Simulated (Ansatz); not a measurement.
## How strongly the parts of twisted Ti2CO2 MXene bilayer, 21.79° (70 atoms) bind

Aim: the interaction energy between the two parts of twisted Ti2CO2 MXene bilayer, 21.79° (70 atoms) and its distance dependence.

Method: Kohn-Sham DFT, RPBE+D4, PAW (set soft_2), plane waves, in Ansatz 0.2.0.

## Step 1: The structure

The cell holds 70 atoms: 14 C, 28 Ti and 28 O. Cell: a = 8.017 Å, b = 8.017 Å, c = 23.630 Å, α = 90.0°, β = 90.0°, γ = 120.0°. It derives from Ti2CO2 (Ti2CO2 MXene). Ti2CO2 MXene (a = 3.03 Å) under Ti2CO2 MXene (a = 3.03 Å), bilayer, commensurate cell of 7 unit cells a layer, twist 21.79 deg; facing planes 2.75 Å apart; 12 Å of vacuum; layers as built, displaced by a Gaussian of 0.01 Å. Regions: layer 1, 35 atoms (7 C, 14 Ti and 14 O); layer 2, 35 atoms (7 C, 14 Ti and 14 O). Vacuum lies along c.

What the set-up can't give: The main run has no spin polarisation, so moments on Ti can't form in it, and no Hubbard term.

## Step 2: Single point at the start

The forces at the start show how far the geometry lies from a minimum of this functional.

Input file input.yaml:

```yaml
crystal:
  lattice:
    - [8.0166, 0.0, 0.0]
    - [-4.0083, 6.94258, 0.0]
    - [0.0, 0.0, 23.63]
  atoms:
    - { symbol: C, position: [0.99746, 0.99652, 0.34814] }
    - { symbol: Ti, position: [0.18938, 0.2367, 0.40296] }
    - { symbol: Ti, position: [0.23949, 0.05155, 0.29185] }
    - { symbol: O, position: [0.24032, 0.04828, 0.44232] }
    - { symbol: O, position: [0.19151, 0.23875, 0.25472] }
    - { symbol: C, position: [0.14183, 0.42845, 0.3474] }
    - { symbol: Ti, position: [0.33401, 0.66912, 0.40333] }
    - { symbol: Ti, position: [0.38277, 0.47708, 0.29206] }
    - { symbol: O, position: [0.38234, 0.47754, 0.44124] }
    - { symbol: O, position: [0.33212, 0.66501, 0.25418] }
    - { symbol: C, position: [0.28475, 0.85535, 0.34771] }
    - { symbol: Ti, position: [0.47625, 0.09644, 0.40342] }
    - { symbol: Ti, position: [0.52304, 0.90528, 0.29239] }
    - { symbol: O, position: [0.5227, 0.90463, 0.44183] }
    - { symbol: O, position: [0.47696, 0.09464, 0.25367] }
    - { symbol: C, position: [0.42959, 0.28673, 0.34694] }
    - { symbol: Ti, position: [0.61838, 0.52245, 0.40343] }
    - { symbol: Ti, position: [0.66572, 0.33383, 0.29221] }
    - { symbol: O, position: [0.66715, 0.33375, 0.44217] }
    - { symbol: O, position: [0.6197, 0.524, 0.25372] }
    - { symbol: C, position: [0.57216, 0.71622, 0.34805] }
    - { symbol: Ti, position: [0.76341, 0.95058, 0.40347] }
    - { symbol: Ti, position: [0.80879, 0.76164, 0.2926] }
    - { symbol: O, position: [0.81095, 0.76162, 0.44137] }
    - { symbol: O, position: [0.76083, 0.95236, 0.25396] }
    - { symbol: C, position: [0.71311, 0.14339, 0.34837] }
    - { symbol: Ti, position: [0.90562, 0.38338, 0.40393] }
    - { symbol: Ti, position: [0.95149, 0.19273, 0.29244] }
    - { symbol: O, position: [0.95299, 0.18879, 0.44192] }
    - { symbol: O, position: [0.90655, 0.38173, 0.2539] }
    - { symbol: C, position: [0.8605, 0.57125, 0.34842] }
    - { symbol: Ti, position: [0.04656, 0.808, 0.40334] }
    - { symbol: Ti, position: [0.09659, 0.62017, 0.29222] }
    - { symbol: O, position: [0.09547, 0.61888, 0.44177] }
    - { symbol: O, position: [0.0488, 0.81049, 0.25331] }
    - { symbol: C, position: [0.14182, 0.71295, 0.65173] }
    - { symbol: Ti, position: [0.37864, 0.90244, 0.70739] }
    - { symbol: Ti, position: [0.33127, 0.66726, 0.59637] }
    - { symbol: O, position: [0.33151, 0.66533, 0.74547] }
    - { symbol: O, position: [0.38042, 0.90522, 0.55876] }
    - { symbol: C, position: [0.00233, 0.0018, 0.65176] }
    - { symbol: Ti, position: [0.23955, 0.19121, 0.7082] }
    - { symbol: Ti, position: [0.18997, 0.9519, 0.59694] }
    - { symbol: O, position: [0.19005, 0.95153, 0.74667] }
    - { symbol: O, position: [0.2368, 0.18805, 0.55869] }
    - { symbol: C, position: [0.28855, 0.42989, 0.65224] }
    - { symbol: Ti, position: [0.52387, 0.61818, 0.70805] }
    - { symbol: Ti, position: [0.47524, 0.38048, 0.59711] }
    - { symbol: O, position: [0.47728, 0.38027, 0.74699] }
    - { symbol: O, position: [0.5242, 0.61858, 0.55895] }
    - { symbol: C, position: [0.57382, 0.85699, 0.65212] }
    - { symbol: Ti, position: [0.80976, 0.04827, 0.70814] }
    - { symbol: Ti, position: [0.7623, 0.8095, 0.59715] }
    - { symbol: O, position: [0.76278, 0.80978, 0.74599] }
    - { symbol: O, position: [0.80954, 0.04619, 0.55828] }
    - { symbol: C, position: [0.43108, 0.14693, 0.65164] }
    - { symbol: Ti, position: [0.66982, 0.33237, 0.70748] }
    - { symbol: Ti, position: [0.61998, 0.09705, 0.59693] }
    - { symbol: O, position: [0.61976, 0.09651, 0.74634] }
    - { symbol: O, position: [0.66575, 0.33166, 0.55849] }
    - { symbol: C, position: [0.7142, 0.56934, 0.65282] }
    - { symbol: Ti, position: [0.95409, 0.76319, 0.70796] }
    - { symbol: Ti, position: [0.90402, 0.52296, 0.59711] }
    - { symbol: O, position: [0.90495, 0.52482, 0.74608] }
    - { symbol: O, position: [0.95367, 0.76313, 0.55762] }
    - { symbol: C, position: [0.85543, 0.28489, 0.65216] }
    - { symbol: Ti, position: [0.0948, 0.47407, 0.7081] }
    - { symbol: Ti, position: [0.04718, 0.23917, 0.59679] }
    - { symbol: O, position: [0.04807, 0.23963, 0.74575] }
    - { symbol: O, position: [0.09621, 0.47869, 0.55864] }
kpoints:
  mp_grid: { grid: [3, 3, 1] }
hamiltonian:
  xc: rpbe
  dispersion: d4
scf:
  occupations: { method: gaussian, width: 0.05 }
output:
  forces: true
```

Started as:

```sh
> ansatz run input.yaml --threads 8 --pin off --max-ram 31232MiB --backend cpu --events-out ev --progress --plain --runs-dir out
```

Log:

```text
[...]
Pseudopotentials: kind: paw
Pseudopotential: C, paw, valence charge 4, recommended cutoff 420 eV (normal), C.paw.azcp
Pseudopotential: Ti, paw, valence charge 12, recommended cutoff 420 eV (normal), Ti.paw.azcp
Pseudopotential: O, paw, valence charge 6, recommended cutoff 420 eV (normal), O.paw.azcp
[... 5 lines on functional and potentials left out ...]
Crystal: 70 atoms, lattice volume = 1315.149 Å³
Basis set: ecut = 420 eV, 25825 PW (Γ), exchange–correlation on 108×108×320 points (8 copies of the dense FFT grid, shifted against one another)
Bands: 350, of which v1, the nominal top of the filled ones, is band 280 counted from 1 (279 counted from 0)
Symmetry: 1 space group operations
Space group: P1 (ITA 1), of the structure as read, at distance tolerance 1.1e-4 Å
k-points: 5 of 9 (time reversal used)
[... 10 lines on functional and potentials left out ...]
Initial density: superposition of atomic densities (neutral atoms: chi_scale 0, normalization atom), corrected by the library's trained network
Initial wavefunctions: pseudopotential atomic-orbital guess
[...]
SCF iter   1: F=—  HF=-89683.175782 eV  |F-HF|=—  |Δ(HF+E_count)|=         —  Δρ=5.97e-3  dr2=6.97e-1  ethr=1.77e-3  ⟨swp⟩=6.2  Hψ=7428  notcnv=0
preconditioner: auto → Resta (q_TF=auto, 2.366 Å⁻¹)  ε∞=5.6  [insulator: Δε(μ)=0.433 eV  Ē_g=8.712 eV  σ=0.050 eV  W_gap=1.00  n_scr=262 (ndim 8)  ℏωp=18.8 eV  f_vac=0.428  D(μ)=0.00/eV (n_scr^D=0)  ε∞_Penn≈5.6  vacuum switching on, ρ_ref=5.5e-3 e/Å³]
SCF iter   2: F=—  HF=-89683.100051 eV  |F-HF|=—  |Δ(HF+E_count)|=   7.57e-2  Δρ=3.91e-3  dr2=2.12e-1  ethr=1.25e-4  ⟨swp⟩=2.0  Hψ=2773  notcnv=0  defer=292
SCF iter   3: F=—  HF=-89683.084361 eV  |F-HF|=—  |Δ(HF+E_count)|=   1.57e-2  Δρ=1.91e-3  dr2=8.74e-2  ethr=3.79e-5  ⟨swp⟩=2.0  Hψ=2157  notcnv=0  defer=167
automatic band count: iteration 3 solves 325 bands in place of 350: the levels show a gap, and the empty bands left out lie too high to hold charge; the band table lists the bands solved (type scf.n_extra_bands for more)
SCF iter   4: F=—  HF=-89683.087046 eV  |F-HF|=—  |Δ(HF+E_count)|=   2.69e-3  Δρ=1.31e-3  dr2=4.16e-2  ethr=1.56e-5  ⟨swp⟩=2.6  Hψ=2041  notcnv=0  defer=167
SCF iter   5: F=—  HF=-89683.085611 eV  |F-HF|=—  |Δ(HF+E_count)|=   1.43e-3  Δρ=3.41e-4  dr2=3.29e-3  ethr=7.43e-6  ⟨swp⟩=2.8  Hψ=2206  notcnv=0  defer=167
[...]
SCF iter  13: F=—  HF=-89683.082398 eV  |F-HF|=—  |Δ(HF+E_count)|=   3.92e-8  Δρ=1.90e-6  dr2=1.07e-7  ethr=5.45e-11  ⟨swp⟩=2.0  Hψ=2080  notcnv=0  defer=165
SCF iter  14: F=-89683.082398 eV  HF=-89683.082398 eV  |F-HF|=9.27e-9  |Δ(HF+E_count)|=   1.02e-8  Δρ=9.09e-7  dr2=2.07e-8  ethr=1.79e-11  ⟨swp⟩=4.0  Hψ=4490  notcnv=0
SCF 1 converged in 14 iterations: F = -89683.082398 eV  dr2 = 2.07e-8
[...]
SCF converged after 14 iterations
Free energy (F): -89683.082398 eV
Harris-Foulkes:  -89683.082398 eV  (|F-HF|=9.27e-9)
Internal energy: -89683.082398 eV  (E = F + TS)
E sigma→0 (E₀):  -89683.082398 eV
Fermi energy:    4.606460 eV
--- Per-component energies (eV) ---
[...]
Σ components = -89683.082398   (vs F -89683.082398, Δ=0.00e0)
--- Forces (eV/Å), atoms counted from 1 ---
  atom   1  C      0.16402630     0.31415485    -0.06109525
  atom   2  Ti    -0.13629731     0.11872466     0.01716599
  atom   3  Ti    -0.00134689    -0.54448272     0.22076883
  atom   4  O     -0.12586055    -0.02081757    -0.39324754
[...]
atom  70  O      0.01488468    -0.22195273     0.02767576
  max |Σ_I F_I| component: 1.89e-4 eV/Å
```

Elapsed: 95 s, on 8 threads of Arm Neoverse V1, shared host; peak memory 8.9 GiB; 12 min of CPU time.

The r.m.s. force at the start is 0.18 eV/Å.

## Step 3: Relaxation

With the cell held, the atoms are moved downhill towards a nearby minimum.

Input file input.yaml:

```yaml
crystal:
  lattice:
    - [8.0166, 0.0, 0.0]
    - [-4.0083, 6.94258, 0.0]
    - [0.0, 0.0, 23.63]
  atoms:
    [... the 70 atom lines of step 2 ...]
kpoints:
  mp_grid: { grid: [3, 3, 1] }
hamiltonian:
  xc: rpbe
  dispersion: d4
scf:
  occupations: { method: gaussian, width: 0.05 }
output:
  forces: true
relax:
  f_tol: 0.05
  max_steps: 120
```

Log:

```text
[...]
Crystal: 70 atoms, lattice volume = 1315.149 Å³
Basis set: ecut = 420 eV, 25825 PW (Γ), exchange–correlation on 108×108×320 points (8 copies of the dense FFT grid, shifted against one another)
Bands: 350, of which v1, the nominal top of the filled ones, is band 280 counted from 1 (279 counted from 0)
Symmetry: 1 space group operations
[...]
k-points: 5 of 9 (time reversal used)
[...]
SCF iter   1: F=—  HF=-89683.175783 eV  |F-HF|=—  |Δ(HF+E_count)|=         —  Δρ=5.97e-3  dr2=6.97e-1  ethr=1.77e-3  ⟨swp⟩=6.2  Hψ=7428  notcnv=0
[...]
SCF iter   8: F=—  HF=-89683.082436 eV  |F-HF|=—  |Δ(HF+E_count)|=   2.21e-4  Δρ=8.03e-5  dr2=1.03e-4  ethr=4.19e-8  ⟨swp⟩=3.0  Hψ=2662  notcnv=0  defer=290
SCF iter   9: F=-89683.082380 eV  HF=-89683.082405 eV  |F-HF|=2.44e-5  |Δ(HF+E_count)|=   3.13e-5  Δρ=4.21e-5  dr2=2.69e-5  ethr=1.12e-8  ⟨swp⟩=3.0  Hψ=6085  notcnv=0
SCF 1 converged in 9 iterations: F = -89683.082380 eV  dr2 = 2.69e-5
[...]
relax step   1: F+E_penalty+E_count = -89683.08238041 eV  Δ(F+E_penalty+E_count) = +0.000e0 eV  max|allowed force component| = 5.445e-1 eV/Å  Δτ_max = 0.0000 Å  (9 SCF iters, dr2 threshold 6.25e-5 eV, accepted)
[...]
relax step   2: F+E_penalty+E_count = -89683.23752362 eV  Δ(F+E_penalty+E_count) = -1.551e-1 eV  max|allowed force component| = 2.495e-1 eV/Å  Δτ_max = 0.0593 Å  (8 SCF iters, dr2 threshold 1.85e-5 eV, accepted)
[...]
relax step   3: F+E_penalty+E_count = -89683.29830522 eV  Δ(F+E_penalty+E_count) = -6.078e-2 eV  max|allowed force component| = 6.563e-2 eV/Å  Δτ_max = 0.0415 Å  (9 SCF iters, dr2 threshold 3.89e-6 eV, accepted)
[...]
relax step   4: F+E_penalty+E_count = -89683.29995159 eV  Δ(F+E_penalty+E_count) = -1.646e-3 eV  max|allowed force component| = 4.839e-3 eV/Å  Δτ_max = 0.0050 Å  (9 SCF iters, accepted)
SCF converged after 9 iterations
Free energy (F): -89683.299952 eV
[...]
Internal energy: -89683.299952 eV  (E = F + TS)
E sigma→0 (E₀):  -89683.299952 eV
Fermi energy:    4.577201 eV
[...]
Σ components = -89683.299952   (vs F -89683.299952, Δ=0.00e0)
--- Forces (eV/Å), atoms counted from 1 ---
  atom   1  C     -0.00040214     0.00017389     0.00217753
  atom   2  Ti     0.00098253    -0.00056572    -0.00329630
  atom   3  Ti     0.00028869    -0.00087052     0.00484405
  atom   4  O     -0.00030953    -0.00022203     0.00240454
[...]
atom  70  O     -0.00008042    -0.00113424    -0.00140414
  max |Σ_I F_I| component: 3.85e-4 eV/Å
--- Relaxed structure (4 steps of the walk, 4 accepted, 0 SCFs on fresh bases) ---
  F+E_penalty+E_count = -89683.29995159 eV   max|allowed force component| = 4.839e-3 eV/Å
  atoms:
    - { symbol: C, position: [1.000403, 1.000364, 0.348567] }
    - { symbol: Ti, position: [0.190905, 0.238442, 0.403578] }
    - { symbol: Ti, position: [0.238447, 0.048107, 0.293636] }
    - { symbol: O, position: [0.238606, 0.047273, 0.441510] }
[...]
- { symbol: O, position: [0.095363, 0.475681, 0.558696] }
```

It took 4.4 min on 8 threads; peak memory 8.9 GiB; 33 min of CPU time.

The relaxation converged after 4 steps, 0.218 eV below its start, with a largest force component of 0.0048 eV/Å.

(Continued in part 2 of 3.)

[Long decimals in the printed logs are rounded to 6 places.]

[Logs are printed without paths, hosts, clocks, repeated set-up lines and the standing remarks that a program may print on its own settings, such as how far it seeks lower states.]

[Hosts, paths, dates, database ids (printed as entryN), source tags and the programs' standing remarks are cut or masked in the printed files.]
